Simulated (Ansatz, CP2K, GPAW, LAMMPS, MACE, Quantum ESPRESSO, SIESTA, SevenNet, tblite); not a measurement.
# Which run comes nearest? Liquid N-methylformamide at 298 K (108 atoms)

Density of this cell: 1.00 g/cm³. The cell holds 108 atoms: 24 C, 12 N, 12 O and 60 H. Its edges and angles: a = 10.550 Å, b = 10.550 Å, c = 10.550 Å, α = 90.0°, β = 90.0°, γ = 90.0°. 12 N-methylformamide placed at random, at 1 g/cm³; overlaps pushed apart, then 10 ps at 398 K with MMFF94 bonds, angles, torsions, charges and radii (Halgren, J. Comput. Chem. 17, 490 (1996)) in harmonic and 12-6 forms. Snapshot after 20 ps at 298 K and fixed volume.

Geometry: as built.

The reference, a calculation:

- method: Kohn-Sham DFT, PBE, PAW, plane waves (Ansatz 0.2.0); cutoff 420 eV, Γ point, fermi-dirac smearing of 0.05 eV; PAW set soft_2
- r.m.s. force component: 0.9321 eV/Å
- longest force: 3.73 eV/Å
- pressure: 2.363 GPa
- gap (highest filled to lowest empty level): 4.049 eV
- SCF cycles: 11
- time: 12 s on 4 threads of Arm Neoverse V1, shared host
- CPU time: 47 s

Runs, in no order:
A. SIESTA PBE, SZP, shift 0.01 Ry, mesh 500 Ry: Kohn-Sham DFT, PBE, PseudoDojo 0.4.1 norm-conserving pseudopotentials (converted to PSML), numerical atomic orbitals (SZP), diagonalisation
B. QE PBE, sssp-1.3.0-efficiency, 60/480 Ry: Kohn-Sham DFT, PBE, SSSP efficiency 1.3.0 pseudopotentials, plane waves
C. MACE MP-0b2 small potential: machine-learned interatomic potential MACE MP-0b2 small, trained on PBE(+U) plane-wave data
D. tblite GFN1-xTB: GFN1-xTB tight binding, diagonalisation

Q: Order them from the smallest to the largest r.m.s. force difference.

B, C, D, A.

| run | Δ force, r.m.s. (meV/Å) | share of r.m.s. force (%) | CPU time |
| --- | --- | --- | --- |
| B. QE PBE, sssp-1.3.0-efficiency, 60/480 Ry | 40.0 | 4.29 | 4.8 min |
| C. MACE MP-0b2 small potential | 157 | 16.8 | 7.9 s |
| D. tblite GFN1-xTB | 309 | 33.2 | 2.4 s |
| A. SIESTA PBE, SZP, shift 0.01 Ry, mesh 500 Ry | 1244 | 134 | 2.8 min |

Periodic xTB results under one method name differ between programs and library versions. Machine-learned potentials mimic data converged in k, so the reference's own k-point error enters their differences. The network of contacts between molecules at the start is that of the classical potential that made the cell, and needn't be the one that DFT or experiment would give. The electronic-structure runs sample only Γ, in a cell whose shortest periodic width is 11 Å.

[Hosts, paths, dates, database ids (printed as entryN), source tags and the programs' standing remarks are cut or masked in the printed files.]

[The MMFF94 radii named for the starting cell were scaled by 0.96; in molecules described by MMFF94, hydrogen bound to N, O or S took a small fixed 12-6 site in their place.]
